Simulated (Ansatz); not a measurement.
# Li on Cu(111): change of the work function, part 2 of 2

How does one ordered layer of Li (fcc site) change the work function of Cu(111), and what dipole does each adsorbate carry?

Ansatz 0.2.0; plane-wave DFT, PBE, Ansatz PAW.

So far, work function, upper face (eV): step 2 (the clean slab) 4.79.

**3. Adsorbate added**

System of this step: Li/Cu(111). The cell holds 17 atoms: 16 Cu and 1 Li. Its edges and angles: a = 5.105 Å, b = 5.105 Å, c = 26.489 Å, α = 90.0°, β = 90.0°, γ = 60.0°. Vacuum lies along c.

The clean slab as it ended is repeated in the plane and the adsorbate is set on one face; the cell's size fixes the coverage, and the k-mesh shrinks with it to keep the sampling density about even. Adsorbate and upper layers relax, since the dipole depends on the height.

The input, input.yaml:

```yaml
crystal:
  lattice:
    - [5.1053109602, 1.0e-10, 0.0]
    - [2.5526554801, 4.4213289858, 0.0]
    - [0.0, 0.0, 26.4886970061]
  atoms:
    - { symbol: Cu, position: [0.0, 0.0, 0.3397675619] }
    - { symbol: Cu, position: [0.1666666667, 0.1666666667, 0.4184514803] }
    - { symbol: Cu, position: [0.3333333333, 0.3333333333, 0.4971353986] }
    - { symbol: Cu, position: [0.0, 0.0, 0.5758193169] }
    - { symbol: Cu, position: [0.0, 0.5, 0.3397675619] }
    - { symbol: Cu, position: [0.1666666667, 0.6666666667, 0.4184514803] }
    - { symbol: Cu, position: [0.3333333333, 0.8333333333, 0.4971353986] }
    - { symbol: Cu, position: [0.0, 0.5, 0.5758193169] }
    - { symbol: Cu, position: [0.5, 0.0, 0.3397675619] }
    - { symbol: Cu, position: [0.6666666667, 0.1666666667, 0.4184514803] }
    - { symbol: Cu, position: [0.8333333333, 0.3333333333, 0.4971353986] }
    - { symbol: Cu, position: [0.5, 0.0, 0.5758193169] }
    - { symbol: Cu, position: [0.5, 0.5, 0.3397675619] }
    - { symbol: Cu, position: [0.6666666667, 0.6666666667, 0.4184514803] }
    - { symbol: Cu, position: [0.8333333333, 0.8333333333, 0.4971353986] }
    - { symbol: Cu, position: [0.5, 0.5, 0.5758193169] }
    - { symbol: Li, position: [0.1666666667, 0.1666666667, 0.6602324381] }
kpoints:
  mp_grid: { grid: [6, 6, 1] }
hamiltonian:
  xc: pbe
scf:
  occupations: { method: fermi_dirac, width: 0.1 }
  convergence: { dr2_threshold: 1.0e-08 }
efield:
  axis: 3
  dipole_correction: true
  ramp_position: 0.97
  ramp_width: 0.06
relax:
  f_tol: 0.02
  max_steps: 60
  constraints: [{ sites: [0, 1, 4, 5, 8, 9, 12, 13] }]
output:
  dos: { projected: true, e_range: [-8, 4] }
  write_potential: true
  write_density: true
  volumetric_format: npy
  elf: true
```

On the command line:

```sh
$ ansatz run input.yaml --threads 4 --pin off --max-ram 6144MiB --backend cpu --events-out ev --progress --plain --runs-dir out
```

Numbers of over 12 decimals in the logs are rounded to 6 here.

The log of the run:

```text
[...]
Crystal: 17 atoms, lattice volume = 597.910 Å³
Basis set: ecut = 420 eV, 11771 PW (Γ), exchange–correlation on 72×72×360 points (8 copies of the dense FFT grid, shifted against one another)
Bands: 185, of which v1, the nominal top of the filled ones, is band 154 counted from 1 (153 counted from 0)
Symmetry: 6 space group operations
[...]
k-points: 7 of 36 (time reversal used)
[...]
SCF iter   1: F=—  HF=-106204.399024 eV  |F-HF|=—  |Δ(HF+E_count)|=         —  Δρ=5.07e-3  dr2=5.13e0  ethr=1.77e-3  p=0.465 e·Å  D=1.41e-1 V/Å  ΔV_dip=-3.72 eV  dr2_dipole=3.11e0  V_vac-E_F(+/−)=1.14/4.86 eV  ⟨swp⟩=6.4  Hψ=5137  notcnv=0  defer=84
[...]
SCF iter  14: F=-106204.244366 eV  HF=-106204.244366 eV  |F-HF|=2.57e-8  |Δ(HF+E_count)|=   6.23e-8  Δρ=1.03e-6  dr2=4.93e-9  ethr=3.26e-12  p=0.353 e·Å  D=1.07e-1 V/Å  ΔV_dip=-2.83 eV  dr2_dipole=9.51e-11  V_vac-E_F(+/−)=1.97/4.80 eV  ⟨swp⟩=16.6  Hψ=10273  notcnv=0
SCF 1 converged in 14 iterations: F = -106204.244366 eV  dr2 = 4.93e-9
[...]
relax step   1: F+E_penalty+E_count = -106204.24436601 eV  Δ(F+E_penalty+E_count) = +0.000e0 eV  max|allowed force component| = 4.865e-1 eV/Å  Δτ_max = 0.0000 Å  (14 SCF iters, accepted)
[...]
iter 1 solved again at ethr=2.39e-5 eV; its pass at ethr=3.10e-3 eV (dr2=7.35e-2 eV) is discarded
SCF iter   1: F=—  HF=-106204.308020 eV  |F-HF|=—  |Δ(HF+E_count)|=         —  Δρ=1.82e-3  dr2=1.09e-1  ethr=2.39e-5  p=0.353 e·Å  D=1.07e-1 V/Å  ΔV_dip=-2.83 eV  dr2_dipole=2.91e-2  V_vac-E_F(+/−)=1.99/4.82 eV  ⟨swp⟩=2.0  Hψ=4160  notcnv=0  defer=109
[...]
eigensolver tolerance schedule calibrated: the retry pair's looser diagonalisation under-reported the residual by θ = 0.32 (0.15/decade); ethr = c·dr2/N_el runs at the constant in force after the calibration composes with the one it found (an armed cap, an earlier calibration), c = 4.3e-2
[...]
SCF iter   2: F=—  HF=-106204.307233 eV  |F-HF|=—  |Δ(HF+E_count)|=   7.87e-4  Δρ=2.15e-3  dr2=2.64e-2  ethr=1.51e-5  p=0.352 e·Å  D=1.07e-1 V/Å  ΔV_dip=-2.82 eV  dr2_dipole=2.04e-4  V_vac-E_F(+/−)=1.98/4.80 eV  ⟨swp⟩=2.6  Hψ=1930  notcnv=0  defer=109
[...]
SCF iter  12: F=-106204.302482 eV  HF=-106204.302482 eV  |F-HF|=3.96e-9  |Δ(HF+E_count)|=   8.39e-8  Δρ=1.07e-6  dr2=7.08e-9  ethr=1.39e-12  p=0.347 e·Å  D=1.05e-1 V/Å  ΔV_dip=-2.78 eV  dr2_dipole=2.94e-11  V_vac-E_F(+/−)=2.02/4.80 eV  ⟨swp⟩=14.0  Hψ=9091  notcnv=0
SCF 2 converged in 12 iterations: F = -106204.302482 eV  dr2 = 7.08e-9
[...]
relax step   2: F+E_penalty+E_count = -106204.30248243 eV  Δ(F+E_penalty+E_count) = -5.812e-2 eV  max|allowed force component| = 2.210e-1 eV/Å  Δτ_max = 0.1991 Å  (12 SCF iters, accepted)
SCF iter   1: F=—  HF=-106204.310998 eV  |F-HF|=—  |Δ(HF+E_count)|=         —  Δρ=1.03e-3  dr2=3.08e-3  ethr=9.90e-6  p=0.347 e·Å  D=1.05e-1 V/Å  ΔV_dip=-2.78 eV  dr2_dipole=1.19e-5  V_vac-E_F(+/−)=2.02/4.80 eV  ⟨swp⟩=3.0  Hψ=2759  notcnv=0  defer=121
[...]
SCF iter  10: F=-106204.309349 eV  HF=-106204.309349 eV  |F-HF|=2.14e-8  |Δ(HF+E_count)|=   2.79e-8  Δρ=1.06e-6  dr2=5.82e-9  ethr=3.26e-12  p=0.345 e·Å  D=1.05e-1 V/Å  ΔV_dip=-2.77 eV  dr2_dipole=1.31e-9  V_vac-E_F(+/−)=2.03/4.80 eV  ⟨swp⟩=13.1  Hψ=9244  notcnv=0
SCF 3 converged in 10 iterations: F = -106204.309349 eV  dr2 = 5.82e-9
relax step   3: F+E_penalty+E_count = -106204.30934884 eV  Δ(F+E_penalty+E_count) = -6.866e-3 eV  max|allowed force component| = 1.349e-1 eV/Å  Δτ_max = 0.0265 Å  (10 SCF iters, accepted)
SCF iter   1: F=—  HF=-106204.318522 eV  |F-HF|=—  |Δ(HF+E_count)|=         —  Δρ=1.78e-3  dr2=9.22e-3  ethr=2.77e-5  p=0.345 e·Å  D=1.05e-1 V/Å  ΔV_dip=-2.77 eV  dr2_dipole=5.85e-5  V_vac-E_F(+/−)=2.03/4.80 eV  ⟨swp⟩=3.0  Hψ=2782  notcnv=0  defer=119
[...]
SCF iter  11: F=-106204.313916 eV  HF=-106204.313916 eV  |F-HF|=3.34e-8  |Δ(HF+E_count)|=   3.49e-8  Δρ=6.82e-7  dr2=1.78e-9  ethr=3.26e-12  p=0.344 e·Å  D=1.04e-1 V/Å  ΔV_dip=-2.76 eV  dr2_dipole=7.50e-11  V_vac-E_F(+/−)=2.04/4.80 eV  ⟨swp⟩=8.4  Hψ=7750  notcnv=0
SCF 4 converged in 11 iterations: F = -106204.313916 eV  dr2 = 1.78e-9
[...]
relax step   4: F+E_penalty+E_count = -106204.31391646 eV  Δ(F+E_penalty+E_count) = -4.568e-3 eV  max|allowed force component| = 7.698e-3 eV/Å  Δτ_max = 0.0491 Å  (11 SCF iters, accepted)
NSCF: frozen V_eff on 7 k-points
[...]
WARN: The output density's exchange-correlation potential varies sharply where the density is thin. Do not read a vacuum level from v_tot or v_xc, or from such a field of the output density. On a cell that repeats whose density bears no net charge and no dipole along the vacuum's axis use v_es (v_loc + v_h of the components); under efield.dipole_correction with no amplitude use v_es + v_field, which holds any externa [...]
SCF converged after 11 iterations
Free energy (F): -106204.313916 eV
[...]
Internal energy: -106204.101037 eV  (E = F + TS)
E sigma→0 (E₀):  -106204.207477 eV
Entropy (-TS):   -0.212879 eV (-12.522 meV/atom)
Fermi energy:    3.180659 eV
Dipole field:    D = 0.104066 V/Å  (p = 0.343860 e·Å, saw-weighted, corrected)
Work function:   Φ+ = 2.0409 eV   Φ− = 4.7974 eV
[...]
--- Forces (eV/Å), atoms counted from 1 ---
  atom   1  Cu    -0.00297861    -0.00171970     0.00390173
  atom   2  Cu     0.00000000    -0.00000000     0.04792993
  atom   3  Cu     0.00194047     0.00112033    -0.00342907
  atom   4  Cu    -0.00666627    -0.00384877     0.00193182
  atom   5  Cu    -0.00000000     0.00343941     0.00390173
  atom   6  Cu     0.02416729    -0.01395299    -0.01862514
  atom   7  Cu     0.00000000    -0.00224066    -0.00342907
  atom   8  Cu    -0.00000000     0.00769754     0.00193182
  atom   9  Cu     0.00297861    -0.00171970     0.00390173
  atom  10  Cu    -0.00000000     0.02790598    -0.01862514
  atom  11  Cu    -0.00194047     0.00112033    -0.00342907
  atom  12  Cu     0.00666627    -0.00384877     0.00193182
  atom  13  Cu    -0.00000000    -0.00000000     0.00189724
  atom  14  Cu    -0.02416729    -0.01395299    -0.01862514
  atom  15  Cu     0.00000000     0.00000000    -0.00221960
  atom  16  Cu     0.00000000     0.00000000     0.00588297
  atom  17  Li     0.00000000     0.00000000    -0.00483460
  max |Σ_I F_I| component: 6.04e-6 eV/Å
--- Band table (eV; the first three rows and the last of 7) ---
  k-point 0: bands = [... 150 lower, 2.8407, 2.8508, 2.8508, 3.7664, 3.8519, 3.8519, 4.0337, 4.3982, ... 27 higher]
  k-point 1: bands = [... 150 lower, 2.4580, 2.9332, 2.9391, 3.0859, 3.5599, 3.5967, 3.7196, 4.2548, ... 27 higher]
  k-point 2: bands = [... 150 lower, 2.5650, 2.6768, 2.9988, 2.9994, 3.5333, 3.5371, 4.0412, 4.6629, ... 27 higher]
  k-point 6: bands = [... 150 lower, 1.5210, 2.3129, 2.3189, 2.3312, 4.0585, 4.1280, 4.1306, 5.4878, ... 27 higher]
--- Relaxed structure (4 steps of the walk, 4 accepted, 0 SCFs on fresh bases) ---
  F+E_penalty+E_count = -106204.31391646 eV   max|allowed force component| = 7.698e-3 eV/Å
  atoms:
    - { symbol: Cu, position: [-1.7959490104491818e-17, -1.7959490104491818e-17, 0.3397675619] }
    - { symbol: Cu, position: [0.166667, 0.166667, 0.4184514803] }
    - { symbol: Cu, position: [0.334219, 0.334219, 0.497251] }
    - { symbol: Cu, position: [-0.00129983, -0.00129983, 0.575177] }
    - { symbol: Cu, position: [0.0, 0.5, 0.3397675619] }
    - { symbol: Cu, position: [0.166667, 0.666667, 0.4184514803] }
    - { symbol: Cu, position: [0.334219, 0.831561, 0.497251] }
    - { symbol: Cu, position: [-0.00129983, 0.502600, 0.575177] }
    - { symbol: Cu, position: [0.500000, -1.7959490104087922e-17, 0.3397675619] }
    - { symbol: Cu, position: [0.666667, 0.166667, 0.4184514803] }
    - { symbol: Cu, position: [0.831561, 0.334219, 0.497251] }
    - { symbol: Cu, position: [0.502600, -0.00129983, 0.575177] }
    - { symbol: Cu, position: [0.500000, 0.500000, 0.3397675619] }
    - { symbol: Cu, position: [0.666667, 0.666667, 0.4184514803] }
    - { symbol: Cu, position: [0.833333, 0.833333, 0.496268] }
    - { symbol: Cu, position: [0.500000, 0.500000, 0.579594] }
    - { symbol: Li, position: [0.166667, 0.166667, 0.652035] }
```

Run time: 36 s. Hardware: 4 threads of AMD EPYC 9R45, shared host; peak memory 2.8 GiB.

The steps of the relaxation:

| step | energy less that of the first step (eV) | largest force component (eV/Å) |
| --- | --- | --- |
| 1 | 0.0000 | 0.4865 |
| 2 | -0.0581 | 0.2210 |
| 3 | -0.0650 | 0.1349 |
| 4 | -0.0696 | 0.0077 |

Forces are held to the 6 operations that the run works with; a distortion that breaks them can't arise in this run.

The atoms that moved most (Å):

| atom | dx | dy | dz | length |
| --- | --- | --- | --- | --- |
| Li17 | 0.000 | 0.000 | -0.217 | 0.217 |
| Cu16 | 0.000 | 0.000 | 0.100 | 0.100 |
| Cu15 | 0.000 | 0.000 | -0.023 | 0.023 |
| Cu4 | -0.010 | -0.006 | -0.017 | 0.021 |
| Cu12 | 0.010 | -0.006 | -0.017 | 0.021 |
| Cu8 | 0.000 | 0.011 | -0.017 | 0.021 |
| Cu11 | -0.007 | 0.004 | 0.003 | 0.008 |
| Cu3 | 0.007 | 0.004 | 0.003 | 0.008 |

Final coordinates:

```cif
data_structure
_symmetry_space_group_name_H-M 'P 1'
_symmetry_Int_Tables_number 1
_cell_length_a 5.1053
_cell_length_b 5.1053
_cell_length_c 26.4887
_cell_angle_alpha 90.000
_cell_angle_beta 90.000
_cell_angle_gamma 60.000
_cell_volume 597.91
loop_
_atom_site_label
_atom_site_type_symbol
_atom_site_fract_x
_atom_site_fract_y
_atom_site_fract_z
_atom_site_occupancy
Cu1 Cu 0.00000 0.00000 0.33977 1
Cu2 Cu 0.16667 0.16667 0.41845 1
Cu3 Cu 0.33422 0.33422 0.49725 1
Cu4 Cu 0.99870 0.99870 0.57518 1
Cu5 Cu 0.00000 0.50000 0.33977 1
Cu6 Cu 0.16667 0.66667 0.41845 1
Cu7 Cu 0.33422 0.83156 0.49725 1
Cu8 Cu 0.99870 0.50260 0.57518 1
Cu9 Cu 0.50000 0.00000 0.33977 1
Cu10 Cu 0.66667 0.16667 0.41845 1
Cu11 Cu 0.83156 0.33422 0.49725 1
Cu12 Cu 0.50260 0.99870 0.57518 1
Cu13 Cu 0.50000 0.50000 0.33977 1
Cu14 Cu 0.66667 0.66667 0.41845 1
Cu15 Cu 0.83333 0.83333 0.49627 1
Cu16 Cu 0.50000 0.50000 0.57959 1
Li17 Li 0.16667 0.16667 0.65203 1
```

Numbers from this step:

| Property | Result |
| --- | --- |
| energy at zero smearing | -106204.2075 eV |
| work function, upper face | 2.041 eV |
| work function, lower face | 4.797 eV |
| dipole along the normal | 0.3439 e·Å |
| step between the vacuum levels | -2.757 eV |

Running mean over 2.084 Å of the planar mean; the ramp of the sawtooth is left out. Table of electron's electrostatic potential energy less the Fermi level by z:

z (Å), electron's electrostatic potential energy less the Fermi level (eV) and a bar from the least value:
```
      3.5       4.80 ##############################
      4.0       4.80 ##############################
      4.5       4.80 ##############################
      5.0       4.79 ##############################
      5.5       4.78 ##############################
      6.0       4.74 ##############################
      6.5       4.60 ##############################
      7.0       4.10 ############################
      7.5       2.02 ########################
      8.0      -2.77 #############
      8.5      -7.14 ####
      9.0      -8.58 #
      9.5      -8.78 
     10.0      -8.81 
     10.5      -8.84 
     11.0      -8.86 
     11.5      -8.86 
     12.0      -8.86 
     12.5      -8.85 
     13.0      -8.84 
     13.5      -8.80 
     14.0      -8.70 
     14.5      -8.67 
     15.0      -8.71 
     15.5      -8.35 #
     16.0      -6.06 ######
     16.5      -2.00 ###############
     17.0       0.77 #####################
     17.5       1.19 ######################
     18.0       1.21 ######################
     18.5       1.54 #######################
     19.0       1.83 #######################
     19.5       1.94 ########################
     20.0       2.00 ########################
     20.5       2.02 ########################
     21.0       2.03 ########################
     21.5       2.04 ########################
     22.0       2.04 ########################
     22.5       2.04 ########################
     23.0       2.04 ########################
```

The density of states has structure finer than the step of the table below, so its rows give means over 0.5 eV, whole bins alone (the curve runs from -8 to 1.98 eV). Peaks (eV: height): -3.10: 67.5, -2.89: 91.8, -2.83: 99.2, -2.74: 98.6, -2.41: 86.4, -2.05: 82.1, -1.65: 105.

Density of states against energy, zero at the Fermi level; means over each step:

| energy (eV) | density of states (states/eV a cell) |
| --- | --- |
| -7.5 | 2.19 |
| -7.0 | 1.92 |
| -6.5 | 2.75 |
| -6.0 | 2.88 |
| -5.5 | 5.49 |
| -5.0 | 10.4 |
| -4.5 | 18.4 |
| -4.0 | 31.2 |
| -3.5 | 35.2 |
| -3.0 | 65.4 |
| -2.5 | 50.7 |
| -2.0 | 63.8 |
| -1.5 | 45.4 |
| -1.0 | 6.58 |
| -0.5 | 5.60 |
| 0.0 | 5.53 |
| 0.5 | 6.06 |
| 1.0 | 4.66 |
| 1.5 | 7.15 |

Projected DOS per atom over height of the atomic layer and energy from the Fermi level. Layers: Cu4 Cu4 Cu4 Cu4 Li from below.

Values in states/eV, 22 rows by 5 columns, each cell a mean:
```
0.18 0.15 0.15 0.17 0.73
0.12 0.19 0.19 0.13 0.55
0.15 0.18 0.15 0.12 0.42
0.34 0.25 0.24 0.33 0.25
0.25 0.24 0.26 0.21 0.30
0.26 0.27 0.28 0.25 0.22
0.43 0.33 0.33 0.41 0.13
1.91 1.86 1.64 1.21 0.15
5.21 4.20 4.31 4.61 0.11
3.78 2.75 3.04 3.77 0.15
4.87 3.44 3.43 4.71 0.13
2.37 2.90 2.96 3.32 0.08
1.81 2.09 1.99 2.11 0.02
1.22 2.45 2.38 1.37 0.01
0.66 1.39 1.36 0.76 0.02
0.36 0.62 0.63 0.38 0.03
0.28 0.39 0.40 0.31 0.02
0.19 0.15 0.17 0.20 0.03
0.12 0.22 0.21 0.14 0.01
0.10 0.14 0.13 0.11 0.01
0.10 0.17 0.16 0.11 0.01
0.05 0.12 0.11 0.06 0.00
```
Columns: height of the atomic layer (Å) from 9 to 17.3; rows upwards: energy from the Fermi level (eV) from -7.96 to 1.95.

Electrostatic potential energy in the ca plane at fractional y = 0.167, with atoms of Cu and Li within 0.2 Å of it. With pseudopotentials it is smooth inside the atoms' cores, unlike the true potential.

Values in eV, 8 rows by 16 columns, each cell a mean:
```
-10  -6   2   3  -6  -9  -5 -10   5   4   5   6   6   6   6   6
  0   0 -14 -13   0  -1   2   0   6   6   6   6   6   6   6   6
  4   3 -27 -27   3   5   5   5   7   7   6   6   6   6   6   6
 -1   0 -14 -14   1   0   2   0   6   6   6   6   6   6   6   6
-10  -6   2   3  -6  -9  -5 -10   5   4   5   6   6   6   6   6
  0   0 -14 -13   0   0   2   0  -1  -6   3   5   6   6   6   6
  4   3 -27 -27   4   5   5   4 -11 -21   2   5   6   6   6   6
 -1   0 -14 -14   1   1   2   0  -2  -7   3   5   6   6   6   6
```
Columns run along c (16.0 Å, from fractional 0.31 to 0.92 of the cell; values clipped at the 3rd and 97th percentile), rows up along a (5.1 Å). Atoms in or near the plane, at fractional coordinates: Cu at (0.42, 0.17), Cu at (0.42, 0.67), Li at (0.65, 0.17).

Valence density in the ca plane at fractional y = 0.167, with atoms of Cu and Li within 0.2 Å of it. It is the smooth field of the valence electrons, not physical close to the nuclei.

Ten steps, logarithmic in the rise over the least value, from '0' (0 e/Å³) to '9' (44 e/Å³), each cell a mean:
```
12321001100012211123210000000000000000000000
02221001110012211122210000000000000000000000
01111013421011110011100000000000000000000000
00100137852101000001000000000000000000000000
00000149972100000000000000000000000000000000
00110137751001100001000000000000000000000000
01111012321011110011100000000000000000000000
12321001100012211123210000000000000000000000
02221001110012211122210000000000000000000000
01111013421011110011100000000000000000000000
00100137852001000000000144100000000000000000
00000149972100000000000155200000000000000000
00110137751001000001100033100000000000000000
01111012321011110011100000000000000000000000
```
Columns run along c (16.0 Å, from fractional 0.31 to 0.92 of the cell), rows up along a (5.1 Å). Atoms in or near the plane, at fractional coordinates: Cu at (0.42, 0.17), Cu at (0.42, 0.67), Li at (0.65, 0.17).

ELF in the ca plane at fractional y = 0.167, with atoms of Cu and Li within 0.2 Å of it. It is the smooth field of the valence electrons, not physical close to the nuclei.

Values in units of 1e-1, 8 rows by 16 columns, each cell a mean:
```
1.8 1.8 2.1 2.2 1.8 1.8 1.9 1.9 3.0 1.6 1.2 0.4 0.1 0.0 0.0 0.0
2.0 2.0 2.2 2.2 2.1 1.9 2.0 2.0 2.8 2.5 1.3 0.4 0.1 0.0 0.0 0.0
2.8 2.6 4.1 4.1 2.6 2.4 2.4 2.8 2.6 1.9 1.0 0.3 0.1 0.0 0.0 0.0
2.0 2.1 2.2 2.2 2.1 1.9 2.0 2.0 2.8 2.4 1.3 0.4 0.1 0.0 0.0 0.0
1.8 1.8 2.1 2.2 1.8 1.8 1.9 1.9 3.0 1.7 1.2 0.4 0.1 0.0 0.0 0.0
2.0 2.0 2.2 2.2 2.1 1.9 2.0 2.3 2.1 2.0 0.4 0.4 0.1 0.0 0.0 0.0
2.8 2.6 4.1 4.1 2.6 2.4 2.4 3.4 3.7 7.4 0.2 0.3 0.1 0.0 0.0 0.0
2.0 2.1 2.2 2.2 2.1 1.9 2.0 2.3 2.0 2.2 0.3 0.4 0.1 0.0 0.0 0.0
```
Columns run along c (16.0 Å, from fractional 0.31 to 0.92 of the cell), rows up along a (5.1 Å). Atoms in or near the plane, at fractional coordinates: Cu at (0.42, 0.17), Cu at (0.42, 0.67), Li at (0.65, 0.17).

The relaxation took 4 steps and lowered the energy by 0.070 eV; the largest force on the free atoms ends at 0.0077 eV/Å.

By hand: a sheet of dipoles makes a step −p/(ε₀A) in the electron's potential. With e/ε₀ = 180.95 V·Å, p = 0.3439 e·Å and A = 22.57 Å², that is −180.95 × (0.3439) / 22.57 = -2.757 eV, and the two vacuum levels of the run differ by -2.757 eV.

The covered face has 2.04 eV, -2.74 eV against the clean one; the bare back face has moved by +0.01 eV, a measure of how thin the slab is.

**4. Work function against coverage**

This step: plane-wave DFT, PBE, Ansatz PAW; work function against coverage (Ansatz 0.2.0).

The runs are now put side by side.

This step gave:

```
work function of the clean face     : 4.786 eV
largest change of the work function : -2.745 eV
```

The work function of the covered face by coverage:

| coverage (adsorbates/nm²) | work function of the covered face (eV) |
| --- | --- |
| 0.00 | 4.79 |
| 4.43 | 2.04 |

The dipole per adsorbate comes from the change of the cell's dipole. Coverage, by row:

| coverage (1/nm²) | coverage (ML) | work function (eV) | change (eV) | dipole per adsorbate, positive end outwards (debye) | mean height of the added atoms over the highest substrate atom (Å) |
| --- | --- | --- | --- | --- | --- |
| 4.43 | 0.25 | 2.041 | -2.745 | 1.652 | 1.919 |

**5. What came out**

| Property | Result |
| --- | --- |
| work function of the clean face | 4.79 eV |
| work function at 0.25 ML | 2.04 eV |
| dipole per adsorbate at 0.25 ML, positive end outwards | 1.65 D |

**Reading.** Li lowers the work function of Cu(111) at the lowest coverage, by 2.74 eV: the adsorbate layer has its positive end outwards. One coverage alone was completed, so no trend follows. The slab has 4 layers, at the tabulated experimental lattice constant, one starting site was run, and quantum-size effects of a slab this thin can reach one or two tenths of an eV.

[Logs are printed without paths, hosts, clocks, repeated set-up lines and the standing remarks that a program may print on its own settings, such as how far it seeks lower states.]

[Hosts, paths, dates, database ids (printed as entryN), source tags and the programs' standing remarks are cut or masked in the printed files.]

[Maps of the electrostatic potential energy from Ansatz leave out the sawtooth potential of an applied field or a dipole correction, so their vacuum need not be flat; planar profiles and work functions include it.]

[The density of states shown here was stored with 400 of the rows of the run's finer table, so its peaks can read low, often by over a quarter, or be missed, and its means over a window can be off by a tenth or more.]
